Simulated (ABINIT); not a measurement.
# SnO2 (Cassiterite): G0W0 on several meshes in ABINIT, part 2 of 2

Wanted: mesh dependence and cost of G0W0 for SnO2 (Cassiterite).

ABINIT 10.8.3; PBE and many-body steps on it, plane waves. Known limits of the many-body steps: not at the basis limit; no spin-orbit coupling; coarse k mesh.

So far. Step 4 (2×2×4): The gap on the mesh goes from 1.28 eV to 2.65 eV, a correction of +1.37 eV. Step 5 (Empty states on the mesh, 2×2×2 mesh, 116 bands): On this mesh the gap is 1.284 eV.

## (7) 2×2×2

This step: G0W0 on PBE, plane waves, norm-conserving pseudopotentials.

Contents of run.abi:

```
acell 3*1.0 Angstrom
rprim 
  4.738000000000 0.000000000000 0.000000000000
  0.000000000000 4.738000000000 0.000000000000
  0.000000000000 0.000000000000 3.186500000000
ntypat 2
znucl 50 8
natom 6
typat 1 1 2 2 2 2
xred 
  0.000000000000 0.000000000000 0.000000000000
  0.500000000000 0.500000000000 0.500000000000
  0.307100000000 0.307100000000 0.000000000000
  0.192900000000 0.807100000000 0.500000000000
  0.692900000000 0.692900000000 0.000000000000
  0.807100000000 0.192900000000 0.500000000000
pp_dirpath "pseudos"
pseudos "Sn.upf, O.upf"
ecut 42
ngkpt 2 2 2
nshiftk 1
shiftk 0 0 0
kptopt 1
chksymbreak 0
istwfk *1
occopt 1
irdwfk 1
optdriver 4
nband 106
gwcalctyp 0
ecutsigx 42
symsigma 1
nkptgw 6
kptgw 
  0.0000000000 0.0000000000 0.0000000000
  0.5000000000 0.0000000000 0.0000000000
  0.5000000000 0.5000000000 0.0000000000
  0.0000000000 0.0000000000 0.5000000000
  0.5000000000 0.0000000000 0.5000000000
  0.5000000000 0.5000000000 0.5000000000
bdgw 
  32 36
  33 36
  33 36
  33 36
  33 36
  33 36
ecuteps 3.43
irdscr 1
ppmodel 1
indata_prefix "in"
outdata_prefix "out"
tmpdata_prefix "tmp"
```

On the command line:

```console
$ OMP_NUM_THREADS=1 mpirun -n 8 abinit run.abi > log
```

Numbers of over 12 decimals in the logs are rounded to 6 here.

Log:

```text
.Version 10.8.3 of ABINIT. v10.8.2 released Aug 2026.

 Symmetries : space group P4_2/m n m (#136); Bravais tP (primitive tetrag.)
[... echo of the input left out ...]
== DATASET  1 ==================================================================
-   mpi_nproc: 8, omp_nthreads: 1 (-1 if OMP is not activated)

--- !DatasetInfo
iteration_state: {dtset: 1, }
dimensions: {natom: 6, nkpt: 6, mband: 106, nsppol: 1, nspinor: 1, nspden: 1, mpw: 6312, }
cutoff_energies: {ecut:  42.0, pawecutdg:  -1.0, }
electrons: {nelect:   6.80000000E+01, charge:   0.00000000E+00, occopt:   1.00000000E+00, tsmear:   1.00000000E-02, }

 SIGMA: Calculation of the GW corrections

 Based on a program developped by R.W. Godby, V. Olevano, G. Onida, and L. Reining.
 Incorporated in ABINIT by V. Olevano, G.-M. Rignanese, and M. Torrent.
.Using double precision arithmetic ; gwpc =  8

[... cell and pseudopotentials left out ...]
--------------------------------------------------------------------------------

 ==== K-mesh for the wavefunctions ====
 Number of points in the irreducible wedge :     6
[... list of points left out ...]
 Together with 16 symmetry operations and time-reversal symmetry
 yields     8 points in the full Brillouin Zone.

 ==== Q-mesh for screening function ====
 Number of points in the irreducible wedge :     6
[... list of points left out ...]
 Together with 16 symmetry operations and time-reversal symmetry
 yields     8 points in the full Brillouin Zone.

 vcoul_init : cutoff-mode = AUXILIARY_FUNCTION
 q-points for optical limit:   1
     1)      0.000010    0.000020    0.000030
 setmesh: FFT mesh size selected  =    54x   54x   36
          total number of points  =       104976

 Number of electrons calculated from density =   68.0000; Expected =   68.0000
[...]
--- !SelfEnergy_ee
iteration_state: {dtset: 1, }
kpoint     : [   0.500,    0.500,    0.000, ]
spin       : 1
KS_gap     :    5.725
QP_gap     :    7.697
Delta_QP_KS:    1.973
data: !SigmaeeData |
     Band     E0 <VxcDFT>   SigX SigC(E0)      Z dSigC/dE  Sig(E)    E-E0       E
[...]
--- !SelfEnergy_ee
iteration_state: {dtset: 1, }
kpoint     : [   0.000,    0.000,    0.500, ]
spin       : 1
KS_gap     :    7.473
QP_gap     :    9.862
Delta_QP_KS:    2.389
data: !SigmaeeData |
     Band     E0 <VxcDFT>   SigX SigC(E0)      Z dSigC/dE  Sig(E)    E-E0       E
[...]
--- !SelfEnergy_ee
iteration_state: {dtset: 1, }
kpoint     : [   0.500,    0.000,    0.500, ]
spin       : 1
KS_gap     :    7.199
QP_gap     :    9.243
Delta_QP_KS:    2.044
data: !SigmaeeData |
     Band     E0 <VxcDFT>   SigX SigC(E0)      Z dSigC/dE  Sig(E)    E-E0       E
[...]
--- !SelfEnergy_ee
iteration_state: {dtset: 1, }
kpoint     : [   0.500,    0.500,    0.500, ]
spin       : 1
KS_gap     :    5.756
QP_gap     :    7.623
Delta_QP_KS:    1.867
data: !SigmaeeData |
     Band     E0 <VxcDFT>   SigX SigC(E0)      Z dSigC/dE  Sig(E)    E-E0       E
[...]
35  11.707 -17.040 -11.692  -3.282   0.840  -0.190 -15.304   1.736  13.443
       36  11.707 -17.040 -11.692  -3.282   0.840  -0.190 -15.304   1.736  13.443

 New Fermi energy :        2.958056E-01 Ha ,    8.049280E+00 eV

 === QP Band Gaps ===
  >>>> For spin  1
   Minimum direct gap =   2.4588 [eV], located at k-point      :   0.0000  0.0000  0.0000
   Fundamental gap    =   2.4588 [eV], Top of valence bands at :   0.0000  0.0000  0.0000
                                       Bottom of conduction at :   0.0000  0.0000  0.0000

== END DATASET(S) ==============================================================
================================================================================

 -outvars: echo values of variables after computation  --------
           etotal      0.0000000000E+00
            nband         106
             nkpt           6
          spgroup         136
 [... the other variables as echoed above ...]

 Calculation completed.
```

Elapsed: 7.5 s, on 8 MPI ranks of Arm Neoverse V1, shared host; peak memory 1.4 GiB; 59 s of CPU time.

This step gave:

| Item | Value |
| --- | --- |
| G0W0 gap on the mesh | 2.459 eV |
| starting gap on the mesh | 1.284 eV |
| k of the valence top | 0, 0, 0 |
| k of the conduction bottom | 0, 0, 0 |
| Z at the valence top | 0.794 |
| Z at the conduction bottom | 0.844 |
| least direct G0W0 gap on the computed points | 2.459 eV |

Against G0W0 in ABINIT (2×2×4 mesh, 106 bands, screening to 93.3 eV, Godby-Needs plasmon pole), the gap moves by −0.193 eV.

## (8) The runs together

Times are wall times on 8 MPI ranks of Arm Neoverse V1, shared host, good to a factor of about two. A run's time includes the screening step that it read.

| run | mesh | bands | screening cutoff (eV) | DFT gap (eV) | gap on the mesh (eV) | direct (eV) | ε∞ used | time |
| --- | --- | --- | --- | --- | --- | --- | --- | --- |
| 2×2×4 | 2×2×4 | 106 | 93.3 | 1.284 | 2.652 | 2.652 | 5.14 | 42 s |
| 2×2×2 | 2×2×2 | 106 | 93.3 | 1.284 | 2.459 | 2.459 | 6.87 | 24 s |

## (9) Results

- 2×2×4: 2.652 eV
- 2×2×2: 2.459 eV
- known limits: not at the basis limit; no spin-orbit coupling; coarse k mesh

What this shows: 2×2×2: −0.193 eV against 2×2×4. Bands and cutoff are finite, so the gap is not at the basis limit. The miss can reach some tenths of an eV and take either sign; the mesh is an error of its own. The 2×2×4 mesh is coarse for this cell, which bears on the long-range parts of exchange and screening. The many-body steps are scalar-relativistic: spin-orbit coupling is not in them.

[Paths, hosts, dates, memory and timing lines, banners, echoed tables and standing remarks are left out of the program output.]

[Logs are printed without paths, hosts, clocks, repeated set-up lines and the standing remarks that a program may print on its own settings, such as how far it seeks lower states.]

[Runs of the session that timed out or met a known fault of the program may be left out.]

[Hosts, paths, dates, database ids (printed as entryN), source tags and the programs' standing remarks are cut or masked in the printed files.]

[G0W0 gaps are taken among the corrected bands and points alone; a level outside them can change the order at an edge.]

[Where Ansatz stands beside ABINIT at settings called matched, ABINIT's density can come from a denser mesh and the files from another edition; pairs whose starting gaps differed by over 0.03 eV were left out, so agreement reads better than it is.]
